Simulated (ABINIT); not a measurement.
# Nb (Im-3m): phonons by linear response, part 3 of 3

How does Nb (Im-3m) vibrate, and is this structure a minimum?

ABINIT 10.8.3; DFT PBE, scalar-relativistic, plane waves, PseudoDojo norm-conserving pseudopotentials.

So far. Step 3 (Relaxation): The volume changes by -1.5 % in this run and stands -1.5 % from the first cell. Step 4 (Ground state): The cell stands at -0.57 GPa: the relaxation ran with a smoothed and higher cutoff, and the difference is a stress of the finite basis. The relaxed cell has a = 3.311 Å (conventional setting).

The database entry behind the starting cell differs from later determinations by our own check (about 0.8 % long, hydrogen-cycled sample), so it need not match the best structure at ambient conditions.

## 7. Dispersion

anaddb transforms the dynamical matrices to force constants and back along the path; points of the mesh come back as solved, but for the sum rule and, in polar crystals, the LO-TO term at Γ; the rest is interpolation.

Contents of anaddb.abi:

```
ddb_filepath "all_DDB"
output_file "anaddb.abo"
outdata_prefix "anaddb"
ifcflag 1
ngqpt 4 4 4
nqshft 1
q1shft 0.0 0.0 0.0
asr 1
chneut 0
dipdip 0
dipquad 0
quadquad 0
enunit 0
eivec 0
nph1l 62
qph1l 
    0.0 0.0 0.0 1.0
    0.05 -0.05 0.05 1.0
    0.1 -0.1 0.1 1.0
    0.15 -0.15 0.15 1.0
    0.2 -0.2 0.2 1.0
    0.25 -0.25 0.25 1.0
    0.3 -0.3 0.3 1.0
    0.35 -0.35 0.35 1.0
    0.4 -0.4 0.4 1.0
    0.45 -0.45 0.45 1.0
    0.5 -0.5 0.5 1.0
    0.45 -0.45 0.5 1.0
    0.4 -0.4 0.5 1.0
    0.35 -0.35 0.5 1.0
    0.3 -0.3 0.5 1.0
    0.25 -0.25 0.5 1.0
    0.2 -0.2 0.5 1.0
    0.15 -0.15 0.5 1.0
    0.1 -0.1 0.5 1.0
    0.05 -0.05 0.5 1.0
    0.0 0.0 0.5 1.0
    0.0 0.0 0.45 1.0
    0.0 0.0 0.4 1.0
    0.0 0.0 0.35 1.0
    0.0 0.0 0.3 1.0
    0.0 0.0 0.25 1.0
    0.0 0.0 0.2 1.0
    0.0 0.0 0.15 1.0
    0.0 0.0 0.1 1.0
    0.0 0.0 0.05 1.0
    0.0 0.0 0.0 1.0
    0.025 0.025 0.025 1.0
    0.05 0.05 0.05 1.0
    0.075 0.075 0.075 1.0
    0.1 0.1 0.1 1.0
    0.125 0.125 0.125 1.0
    0.15 0.15 0.15 1.0
    0.175 0.175 0.175 1.0
    0.2 0.2 0.2 1.0
    0.225 0.225 0.225 1.0
    0.25 0.25 0.25 1.0
    0.275 0.175 0.275 1.0
    0.3 0.1 0.3 1.0
    0.325 0.025 0.325 1.0
    0.35 -0.05 0.35 1.0
    0.375 -0.125 0.375 1.0
    0.4 -0.2 0.4 1.0
    0.425 -0.275 0.425 1.0
    0.45 -0.35 0.45 1.0
    0.475 -0.425 0.475 1.0
    0.5 -0.5 0.5 1.0
    0.25 0.25 0.25 1.0
    0.225 0.225 0.275 1.0
    0.2 0.2 0.3 1.0
    0.175 0.175 0.325 1.0
    0.15 0.15 0.35 1.0
    0.125 0.125 0.375 1.0
    0.1 0.1 0.4 1.0
    0.075 0.075 0.425 1.0
    0.05 0.05 0.45 1.0
    0.025 0.025 0.475 1.0
    0.0 0.0 0.5 1.0
```

Contents of mrgddb.in:

```
all_DDB
merged
8
dfpt_gammao_DDB
dfpt_qo_DS1_DDB
dfpt_qo_DS2_DDB
dfpt_qo_DS3_DDB
dfpt_qo_DS4_DDB
dfpt_qo_DS5_DDB
dfpt_qo_DS6_DDB
dfpt_qo_DS7_DDB
```

Started as:

```bash
$ mrgddb < mrgddb.in > mrgddb.log
$ OMP_NUM_THREADS=1 anaddb anaddb.abi > anaddb.log
```

anaddb.abo, the main output file:

```text
[banners, grids, parts of the stress and lines that vanish by symmetry left out]
-outvars_anaddb: echo values of input variables ----------------------

 Flags :
[...]
Phonon wavevector (reduced coordinates) :  0.00000  0.00000  0.00000
 Phonon energies in Hartree :
[...]
Phonon frequencies in cm-1    :
-  0.000000E+00  0.000000E+00  0.000000E+00
[...]
Phonon wavevector (reduced coordinates) :  0.05000 -0.05000  0.05000
 Phonon energies in Hartree :
[...]
Phonon frequencies in cm-1    :
- -1.777074E+01 -1.777074E+01  5.900698E+01
[...]
Phonon wavevector (reduced coordinates) :  0.10000 -0.10000  0.10000
 Phonon energies in Hartree :
[...]
Phonon frequencies in cm-1    :
- -2.621147E+01 -2.621147E+01  1.144222E+02
[...]
Phonon wavevector (reduced coordinates) :  0.15000 -0.15000  0.15000
 Phonon energies in Hartree :
[...]
Phonon frequencies in cm-1    :
-  2.002032E+01  2.002032E+01  1.601927E+02
  Phonon wavevector (reduced coordinates) :  0.20000 -0.20000  0.20000
 Phonon energies in Hartree :
[...]
Phonon frequencies in cm-1    :
-  6.813082E+01  6.813082E+01  1.891609E+02
  Phonon wavevector (reduced coordinates) :  0.25000 -0.25000  0.25000
 Phonon energies in Hartree :
[...]
Phonon frequencies in cm-1    :
-  1.126859E+02  1.126859E+02  1.979664E+02
  Phonon wavevector (reduced coordinates) :  0.30000 -0.30000  0.30000
 Phonon energies in Hartree :
[...]
Phonon frequencies in cm-1    :
-  1.528038E+02  1.528038E+02  1.923061E+02
  Phonon wavevector (reduced coordinates) :  0.35000 -0.35000  0.35000
 Phonon energies in Hartree :
[...]
Phonon frequencies in cm-1    :
-  1.842443E+02  1.842443E+02  1.873764E+02
  Phonon wavevector (reduced coordinates) :  0.40000 -0.40000  0.40000
 Phonon energies in Hartree :
[...]
Phonon frequencies in cm-1    :
-  1.956747E+02  2.049793E+02  2.049793E+02
  Phonon wavevector (reduced coordinates) :  0.45000 -0.45000  0.45000
 Phonon energies in Hartree :
[...]
Phonon frequencies in cm-1    :
-  2.114159E+02  2.158416E+02  2.158416E+02
  Phonon wavevector (reduced coordinates) :  0.50000 -0.50000  0.50000
 Phonon energies in Hartree :
[...]
Phonon frequencies in cm-1    :
-  2.190724E+02  2.190724E+02  2.190724E+02
  Phonon wavevector (reduced coordinates) :  0.45000 -0.45000  0.50000
 Phonon energies in Hartree :
[...]
Phonon frequencies in cm-1    :
-  2.148522E+02  2.175360E+02  2.176530E+02
  Phonon wavevector (reduced coordinates) :  0.40000 -0.40000  0.50000
 Phonon energies in Hartree :
[...]
Phonon frequencies in cm-1    :
-  2.028659E+02  2.131779E+02  2.136294E+02
  Phonon wavevector (reduced coordinates) :  0.35000 -0.35000  0.50000
 Phonon energies in Hartree :
[...]
Phonon frequencies in cm-1    :
-  1.851493E+02  2.066962E+02  2.076919E+02
[...]
Phonon wavevector (reduced coordinates) :  0.17500  0.17500  0.32500
 Phonon energies in Hartree :
[...]
Phonon frequencies in cm-1    :
-  1.488130E+02  1.642542E+02  1.883234E+02
  Phonon wavevector (reduced coordinates) :  0.15000  0.15000  0.35000
 Phonon energies in Hartree :
[...]
Phonon frequencies in cm-1    :
-  1.436834E+02  1.616035E+02  1.906553E+02
  Phonon wavevector (reduced coordinates) :  0.12500  0.12500  0.37500
 Phonon energies in Hartree :
[...]
Phonon frequencies in cm-1    :
-  1.405816E+02  1.607019E+02  1.913114E+02
  Phonon wavevector (reduced coordinates) :  0.10000  0.10000  0.40000
 Phonon energies in Hartree :
[...]
Phonon frequencies in cm-1    :
-  1.394199E+02  1.619746E+02  1.906552E+02
  Phonon wavevector (reduced coordinates) :  0.07500  0.07500  0.42500
 Phonon energies in Hartree :
[...]
Phonon frequencies in cm-1    :
-  1.396896E+02  1.649482E+02  1.892138E+02
  Phonon wavevector (reduced coordinates) :  0.05000  0.05000  0.45000
 Phonon energies in Hartree :
[...]
Phonon frequencies in cm-1    :
-  1.406506E+02  1.684800E+02  1.875889E+02
  Phonon wavevector (reduced coordinates) :  0.02500  0.02500  0.47500
 Phonon energies in Hartree :
[...]
Phonon frequencies in cm-1    :
-  1.415739E+02  1.712631E+02  1.863432E+02
  Phonon wavevector (reduced coordinates) :  0.00000  0.00000  0.50000
 Phonon energies in Hartree :
[...]
Phonon frequencies in cm-1    :
-  1.419433E+02  1.723113E+02  1.858791E+02
-
```

Run time: 0.54 s. Hardware: 1 thread of Arm Neoverse V2, shared host.

Numbers from this step:

```yaml
lowest_frequency_on_the_path: -26.21 cm⁻¹
```

Anaddb. Phonon branches along the path, in cm⁻¹:

| point | branch 1 | branch 2 | branch 3 |
| --- | --- | --- | --- |
| Γ | 0 | 0 | 0 |
| halfway | 113 | 113 | 198 |
| H | 219 | 219 | 219 |
| halfway | 147 | 191 | 195 |
| N | 142 | 172 | 186 |
| halfway | 76 | 96 | 141 |
| Γ | 0 | 0 | 0 |
| halfway | 86 | 86 | 177 |
| P | 171 | 171 | 171 |
| halfway | 137 | 183 | 183 |
| H | 219 | 219 | 219 |
| jump to P | 171 | 171 | 171 |
| halfway | 141 | 161 | 191 |
| N | 142 | 172 | 186 |

The phonon branches as a text plot (rows in cm⁻¹):

```
    214 |          ****                                 ***
    204 |         *   ***                    *         *
    194 |    **** *      **                 * *       * *    **
    183 |        *     *  ******               *     *     **  **
    173 |                  ***  *          *    *****  *   *   **
    163 |   *           *     *                *           ****
    153 |       *              *          *      *    *     *
    142 |                *  ***  *            *   ** *       ****
    132 |                 **   **                   *
    122 |                       * *          *
    112 |  *  **                         *
    102 |                                   *
     91 |                        * *
     81 |                         *        *
     71 |    *                   *      * *
     61 | *                        **
     50 |                                *
     40 |                         * *  **
     30 |                            *
     20 |   *                        * *
     10 |                          *
     -1 |*                            *
    -11 |                            *
    -21 | **                        *
         Γ           H       N        Γ         P        H|P    N
```

The path dips to 26i cm⁻¹ between the solved wavevectors, whose modes are all real, so the dip may come from the interpolation.

## 8. Density of states

Sums over the zone need many more wavevectors than were solved, so the interpolation is sampled on a dense mesh.

Contents of anaddb.abi:

```
ddb_filepath "all_DDB"
output_file "anaddb.abo"
outdata_prefix "anaddb"
ifcflag 1
ngqpt 4 4 4
nqshft 1
q1shft 0.0 0.0 0.0
asr 1
chneut 0
dipdip 0
dipquad 0
quadquad 0
prtdos 2
ng2qpt 19 19 19
dosdeltae 4.5563e-06
ntemper 11
temperinc 100.0
tempermin 0.0
```

Started as:

```bash
$ OMP_NUM_THREADS=1 anaddb anaddb.abi > anaddb.log
```

anaddb.abo, the main output file:

```text
[banners, grids, parts of the stress and lines that vanish by symmetry left out]
-outvars_anaddb: echo values of input variables ----------------------

 Flags :
     ifcflag         1
 Miscellaneous information :
         asr         1
      chneut         0
 Interatomic Force Constants Inputs :
      dipdip         0
     dipquad         0
    quadquad         0
      ifcana         0
      ifcout         0
 Description of grid 1 :
        brav         1
       ngqpt         4         4         4
      nqshft         1
      q1shft
                     0.00000000E+00  0.00000000E+00  0.00000000E+00
 Phonon DOS information :
   dosdeltae  4.55630000E-06
    dossmear  4.55633525E-06
 Description of grid 2 (Fourier interp. or BZ sampling):
      ng2qpt        19        19        19
      ngrids         4
      q2shft         0.00000000E+00  0.00000000E+00  0.00000000E+00

================================================================================

 read the DDB information and perform some checks

  ==== Info on the Cryst% object ====
 Real(R)+Recip(G) space primitive vectors, cartesian coordinates (Bohr,Bohr^-1):
 R(1)= -3.1282852  3.1282852  3.1282852  G(1)=  0.0000000  0.1598320  0.1598320
 R(2)=  3.1282852 -3.1282852  3.1282852  G(2)=  0.1598320  0.0000000  0.1598320
 R(3)=  3.1282852  3.1282852 -3.1282852  G(3)=  0.1598320  0.1598320  0.0000000
 Unit cell volume ucvol=  1.2245570E+02 bohr^3
 Angles (23,13,12)=  1.09471221E+02  1.09471221E+02  1.09471221E+02 degrees
 Time-reversal symmetry is present
 Reduced atomic positions [iatom, xred, symbol]:
    1)    0.0000000  0.0000000  0.0000000  Nb

 DDB file with 8 blocks has been read.

================================================================================

 Calculation of the interatomic forces

       Homogeneous q point set in the B.Z.
 Grid q points  :       64
  1)   0.00000000E+00  0.00000000E+00  0.00000000E+00
  2)   2.50000000E-01  0.00000000E+00  0.00000000E+00
  3)   5.00000000E-01  0.00000000E+00  0.00000000E+00
  4)  -2.50000000E-01  0.00000000E+00  0.00000000E+00
  5)   0.00000000E+00  2.50000000E-01  0.00000000E+00
  6)   2.50000000E-01  2.50000000E-01  0.00000000E+00
  7)   5.00000000E-01  2.50000000E-01  0.00000000E+00
  8)  -2.50000000E-01  2.50000000E-01  0.00000000E+00
  9)   0.00000000E+00  5.00000000E-01  0.00000000E+00
 10)   2.50000000E-01  5.00000000E-01  0.00000000E+00
 11)   5.00000000E-01  5.00000000E-01  0.00000000E+00
 12)  -2.50000000E-01  5.00000000E-01  0.00000000E+00
 13)   0.00000000E+00 -2.50000000E-01  0.00000000E+00
 14)   2.50000000E-01 -2.50000000E-01  0.00000000E+00
[...]
58)   2.50000000E-01  5.00000000E-01 -2.50000000E-01
 59)   5.00000000E-01  5.00000000E-01 -2.50000000E-01
 60)  -2.50000000E-01  5.00000000E-01 -2.50000000E-01
 61)   0.00000000E+00 -2.50000000E-01 -2.50000000E-01
 62)   2.50000000E-01 -2.50000000E-01 -2.50000000E-01
 63)   5.00000000E-01 -2.50000000E-01 -2.50000000E-01
 64)  -2.50000000E-01 -2.50000000E-01 -2.50000000E-01

 The interatomic forces have been obtained

================================================================================

 Calculation of phonon density of states

 Average speed of sound partial sums:     0.1178731810E-02 (at units)
-                                   =           2.5787 [km/s]

 Debye frequency from partial sums:     0.9252071951E-03 (Ha)
-                                 =     0.6087570905E+01 (THz)
-Debye temperature from partial sums:     0.2921573250E+03 (K)

 Average speed of sound:     0.1117443014E-03 (at units)
-                      =           0.2445 [km/s]

 Debye frequency from DOS:     0.8771005478E-04 (Ha)
-                        =     0.5771044371E+00 (THz)
-Debye temperature from DOS:     0.2769664472E+02 (K)

-
```

It took 0.65 s on 1 thread.

Numbers from this step:

* share of modes beyond 3i cm⁻¹ on the dense interpolated mesh: 0.0041

The phonon density of states has structure finer than the step of the table below, so its rows give means over 5 cm⁻¹, whole bins alone (the curve runs from -30 to 249 cm⁻¹). Peaks (cm⁻¹: height): 134.0: 0.0644, 194.0: 0.0790.

Tetrahedra. The phonon density of states by wavenumber; means over each step:

| wavenumber (cm⁻¹) | phonon density of states (1/cm⁻¹/cell) |
| --- | --- |
| -25 | 7.5e-5 |
| -20 | 3.8e-4 |
| -15 | 5.6e-4 |
| -10 | 6.8e-4 |
| -5 | 7.4e-4 |
| 0 | 8.2e-4 |
| 5 | 9.2e-4 |
| 10 | 0.00110 |
| 15 | 0.00131 |
| 20 | 0.00155 |
| 25 | 0.00181 |
| 30 | 0.00198 |
| 35 | 0.00234 |
| 40 | 0.00266 |
| 45 | 0.00303 |
| 50 | 0.00348 |
| 55 | 0.00390 |
| 60 | 0.00433 |
| 65 | 0.00486 |
| 70 | 0.00530 |
| 75 | 0.00587 |
| 80 | 0.00651 |
| 85 | 0.00713 |
| 90 | 0.00789 |
| 95 | 0.00863 |
| 100 | 0.00961 |
| 105 | 0.0107 |
| 110 | 0.0121 |
| 115 | 0.0137 |
| 120 | 0.0162 |
| 125 | 0.0198 |
| 130 | 0.0283 |
| 135 | 0.0490 |
| 140 | 0.0299 |
| 145 | 0.0191 |
| 150 | 0.0181 |
| 155 | 0.0187 |
| 160 | 0.0222 |
| 165 | 0.0223 |
| 170 | 0.0202 |
| 175 | 0.0159 |
| 180 | 0.0167 |
| 185 | 0.0324 |
| 190 | 0.0623 |
| 195 | 0.0580 |
| 200 | 0.0149 |
| 205 | 0.00614 |
| 210 | 0.00429 |
| 215 | 0.00238 |
| 220 | 1.8e-4 |
| 225 | 0 |

## 9. Results

| Item | Value |
| --- | --- |
| space group after relaxation | Im-3m |
| volume per atom | 18.1 Å³ |
| q mesh | 4×4×4 |
| lowest mode on the q mesh (acoustic ones at the zone centre apart) | 75.5 cm⁻¹ |
| imaginary modes on the q mesh | none |

In words: Nb (Im-3m) is dynamically stable on the 4×4×4 mesh; its spectrum reaches 219 cm⁻¹. The base run prints -0.57 GPa, mostly the error of a finite basis; the relaxation, with a smoothed and higher cutoff, had brought the cell to rest. The imaginary part of the path lies between the solved wavevectors, so it may come from the interpolation. These are harmonic frequencies at zero temperature: anharmonic shifts and linewidths and thermal expansion are left out. In a metal the frequencies hang on the k mesh and the smearing, most of all near Kohn anomalies. Electron-phonon sums were run after this but are not shown: the interpolated spectrum has imaginary branches.

[Host names and launcher messages were left out of these logs when they were recorded.]

[Logs are printed without paths, hosts, clocks, repeated set-up lines and the standing remarks that a program may print on its own settings, such as how far it seeks lower states.]

[Hosts, paths, dates, database ids (printed as entryN), source tags and the programs' standing remarks are cut or masked in the printed files.]
